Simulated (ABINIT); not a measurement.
# CdS (Greenockite): G0W0 in ABINIT against the exchange cutoff, part 2 of 2

Wanted: the cheapest exchange cutoff that holds the gap of CdS (Greenockite).

ABINIT 10.8.3; PBE and many-body steps on it, plane waves. Known limits of the many-body steps: not at the basis limit; no spin-orbit coupling; coarse k mesh.

So far. Step 2 (Screening, 3×3×2 mesh, 67 bands, screening to 106.1 eV): Local fields lower ε∞ by 6 %. On a Γ-centred mesh this coarse the value itself is usually too large, while a short band sum pulls it down.

The database entry behind the starting cell differs from later determinations by our own check (about 0.35 % long), so it need not match the best structure at ambient conditions.

## Step 5: 18.8 Ha

Level of this step: G0W0 on PBE, plane waves, norm-conserving pseudopotentials (ABINIT).

The self-energy is evaluated for the states that the input lists, and the levels follow from it, in one-shot runs by the linearised quasiparticle equation.

run.abi reads:

```
acell 3*1.0 Angstrom
rprim 
  4.149999999997 0.000000000001 0.000000000000
  -2.074999999999 3.594005425702 0.000000000000
  0.000000000000 0.000000000000 6.737000000000
ntypat 2
znucl 48 16
natom 4
typat 1 1 2 2
xred 
  0.333333333333 0.666666666667 0.000000000000
  0.666666666667 0.333333333333 0.500000000000
  0.333333333333 0.666666666667 0.375000000000
  0.666666666667 0.333333333333 0.875000000000
pp_dirpath "pseudos"
pseudos "Cd.upf, S.upf"
ecut 47
ngkpt 3 3 2
nshiftk 1
shiftk 0 0 0
kptopt 1
chksymbreak 0
istwfk *1
occopt 1
irdwfk 1
optdriver 4
nband 67
gwcalctyp 0
ecutsigx 18.8
symsigma 1
nkptgw 1
kptgw 
  0.0000000000 0.0000000000 0.0000000000
bdgw 
  25 28
ecuteps 3.9
irdscr 1
ppmodel 1
indata_prefix "in"
outdata_prefix "out"
tmpdata_prefix "tmp"
```

On the command line:

```bash
$ OMP_NUM_THREADS=1 mpirun -n 4 abinit run.abi > log
```

What it wrote:

```text
.Version 10.8.3 of ABINIT. v10.8.2 released Aug 2026.

 Symmetries : space group P6_3 m c (#186); Bravais hP (primitive hexag.)
[... echo of the input left out ...]
== DATASET  1 ==================================================================
-   mpi_nproc: 4, omp_nthreads: 1 (-1 if OMP is not activated)

--- !DatasetInfo
iteration_state: {dtset: 1, }
dimensions: {natom: 4, nkpt: 6, mband: 67, nsppol: 1, nspinor: 1, nspden: 1, mpw: 10458, }
cutoff_energies: {ecut:  47.0, pawecutdg:  -1.0, }
[...]
26   4.259 -15.271 -18.145   2.860   0.780  -0.282 -15.282  -0.011   4.248
       27   5.434 -10.670  -6.557  -3.063   0.812  -0.232  -9.818   0.852   6.286
       28   7.023 -11.014  -6.514  -3.214   0.813  -0.230  -9.968   1.045   8.068

== END DATASET(S) ==============================================================
================================================================================

 -outvars: echo values of variables after computation  --------
           etotal      0.0000000000E+00
            nband          67
             nkpt           6
          spgroup         186
 [... the other variables as echoed above ...]

 Calculation completed.
```

Wall time 4.7 s (4 MPI ranks of Intel Xeon Platinum 8488C (Sapphire Rapids), shared host); peak memory 1 GiB; 18 s of CPU time.

This step gave:

* G0W0 gap on the points computed: 2.038 eV
* starting gap on the mesh: 1.175 eV
* k of the valence top: 0, 0, 0
* k of the conduction bottom: 0, 0, 0
* least direct G0W0 gap on the computed points: 2.038 eV

The gap on the mesh goes from 1.18 eV to 2.04 eV, a correction of +0.86 eV.

## Step 6: 32.9 Ha

run.abi, as its differences from that of step 5:

```diff
@@ -28,3 +28,3 @@
 gwcalctyp 0
-ecutsigx 18.8
+ecutsigx 32.9
 symsigma 1
```

What it wrote:

```text
.Version 10.8.3 of ABINIT. v10.8.2 released Aug 2026.

 Symmetries : space group P6_3 m c (#186); Bravais hP (primitive hexag.)
[... echo of the input left out ...]
== DATASET  1 ==================================================================
-   mpi_nproc: 4, omp_nthreads: 1 (-1 if OMP is not activated)

--- !DatasetInfo
iteration_state: {dtset: 1, }
dimensions: {natom: 4, nkpt: 6, mband: 67, nsppol: 1, nspinor: 1, nspden: 1, mpw: 10458, }
cutoff_energies: {ecut:  47.0, pawecutdg:  -1.0, }
[...]
26   4.259 -15.271 -18.221   2.860   0.780  -0.282 -15.341  -0.070   4.189
       27   5.434 -10.670  -6.576  -3.063   0.812  -0.232  -9.833   0.837   6.271
       28   7.023 -11.014  -6.544  -3.214   0.813  -0.230  -9.993   1.021   8.044

== END DATASET(S) ==============================================================
================================================================================

 -outvars: echo values of variables after computation  --------
           etotal      0.0000000000E+00
            nband          67
             nkpt           6
          spgroup         186
 [... the other variables as echoed above ...]

 Calculation completed.
```

It took 4.8 s on 4 MPI ranks; peak memory 1 GiB; 18 s of CPU time.

This step gave:

```yaml
g0w0_gap_on_the_points_computed: 2.082 eV
starting_gap_on_the_mesh: 1.175 eV
k_of_the_valence_top: 0, 0, 0
k_of_the_conduction_bottom: 0, 0, 0
least_direct_g0w0_gap_on_the_computed_points: 2.082 eV
```

Against the run before, the gap moves by +0.044 eV.

## Step 7: 47 Ha

run.abi, as its differences from that of step 6:

```diff
@@ -28,3 +28,3 @@
 gwcalctyp 0
-ecutsigx 32.9
+ecutsigx 47
 symsigma 1
```

What it wrote:

```text
.Version 10.8.3 of ABINIT. v10.8.2 released Aug 2026.

 Symmetries : space group P6_3 m c (#186); Bravais hP (primitive hexag.)
[... echo of the input left out ...]
== DATASET  1 ==================================================================
-   mpi_nproc: 4, omp_nthreads: 1 (-1 if OMP is not activated)

--- !DatasetInfo
iteration_state: {dtset: 1, }
dimensions: {natom: 4, nkpt: 6, mband: 67, nsppol: 1, nspinor: 1, nspden: 1, mpw: 10458, }
cutoff_energies: {ecut:  47.0, pawecutdg:  -1.0, }
[...]
26   4.259 -15.271 -18.229   2.860   0.780  -0.282 -15.347  -0.076   4.183
       27   5.434 -10.670  -6.577  -3.063   0.812  -0.232  -9.834   0.836   6.270
       28   7.023 -11.014  -6.546  -3.214   0.813  -0.230  -9.995   1.019   8.042

== END DATASET(S) ==============================================================
================================================================================

 -outvars: echo values of variables after computation  --------
           etotal      0.0000000000E+00
            nband          67
             nkpt           6
          spgroup         186
 [... the other variables as echoed above ...]

 Calculation completed.
```

It took 5.6 s on 4 MPI ranks; peak memory 1 GiB; 21 s of CPU time.

This step gave:

- G0W0 gap on the points computed: 2.087 eV
- starting gap on the mesh: 1.175 eV
- k of the valence top: 0, 0, 0
- k of the conduction bottom: 0, 0, 0
- least direct G0W0 gap on the computed points: 2.087 eV

Against the run before, the gap moves by +0.005 eV.

## Step 8: Side by side

Times are wall times on 4 MPI ranks of Intel Xeon Platinum 8488C (Sapphire Rapids), shared host, good to a factor of about two. A run's time includes the screening step that it read.

| run | mesh | bands | screening cutoff (eV) | DFT gap (eV) | gap on the mesh (eV) | direct (eV) | ε∞ used | time |
| --- | --- | --- | --- | --- | --- | --- | --- | --- |
| 4.7 Ha | 3×3×2 | 67 | 106.1 | 1.175 | 1.675 | 1.675 | 13.79 | 31 s |
| 9.4 Ha | 3×3×2 | 67 | 106.1 | 1.175 | 1.923 | 1.923 | 13.79 | 31 s |
| 18.8 Ha | 3×3×2 | 67 | 106.1 | 1.175 | 2.038 | 2.038 | 13.79 | 32 s |
| 32.9 Ha | 3×3×2 | 67 | 106.1 | 1.175 | 2.082 | 2.082 | 13.79 | 32 s |
| 47 Ha | 3×3×2 | 67 | 106.1 | 1.175 | 2.087 | 2.087 | 13.79 | 33 s |

## Step 9: Summary of results

```json
{"4.7 Ha": "1.675 eV", "9.4 Ha": "1.923 eV", "18.8 Ha": "2.038 eV", "32.9 Ha": "2.082 eV", "47 Ha": "2.087 eV", "known limits": "not at the basis limit; no spin-orbit coupling; coarse k mesh"}
```

**Reading.** The setting moved: exchange cutoff. From 4.7 Ha to 47 Ha the gap moves by +0.41 eV. It holds to 0.03 eV from 32.9 Ha on. Bands and screening cutoff are coupled, so a series along one setting does not show full convergence. Below the screening cutoff the correlation part is cut too. Bands and cutoff are finite, so the gap is not at the basis limit. The miss can reach some tenths of an eV and take either sign; the mesh is an error of its own. In the first G0W0 run levels were corrected at 1 k point alone, so a gap called «on the mesh» is the least over those, and an edge elsewhere would be missed. The 3×3×2 mesh is coarse for this cell, which bears on the long-range parts of exchange and screening. The many-body steps are scalar-relativistic: spin-orbit coupling is not in them.

[Paths, hosts, dates, memory and timing lines, banners, echoed tables and standing remarks are left out of the program output.]

[Logs are printed without paths, hosts, clocks, repeated set-up lines and the standing remarks that a program may print on its own settings, such as how far it seeks lower states.]

[Runs of the session that timed out or met a known fault of the program may be left out.]

[No measured gap is set beside runs whose start may be inverted or whose files or cutoffs have a known fault.]

[Hosts, paths, dates, database ids (printed as entryN), source tags and the programs' standing remarks are cut or masked in the printed files.]

[G0W0 gaps are taken among the corrected bands and points alone; a level outside them can change the order at an edge.]

[Where Ansatz stands beside ABINIT at settings called matched, ABINIT's density can come from a denser mesh and the files from another edition; pairs whose starting gaps differed by over 0.03 eV were left out, so agreement reads better than it is.]
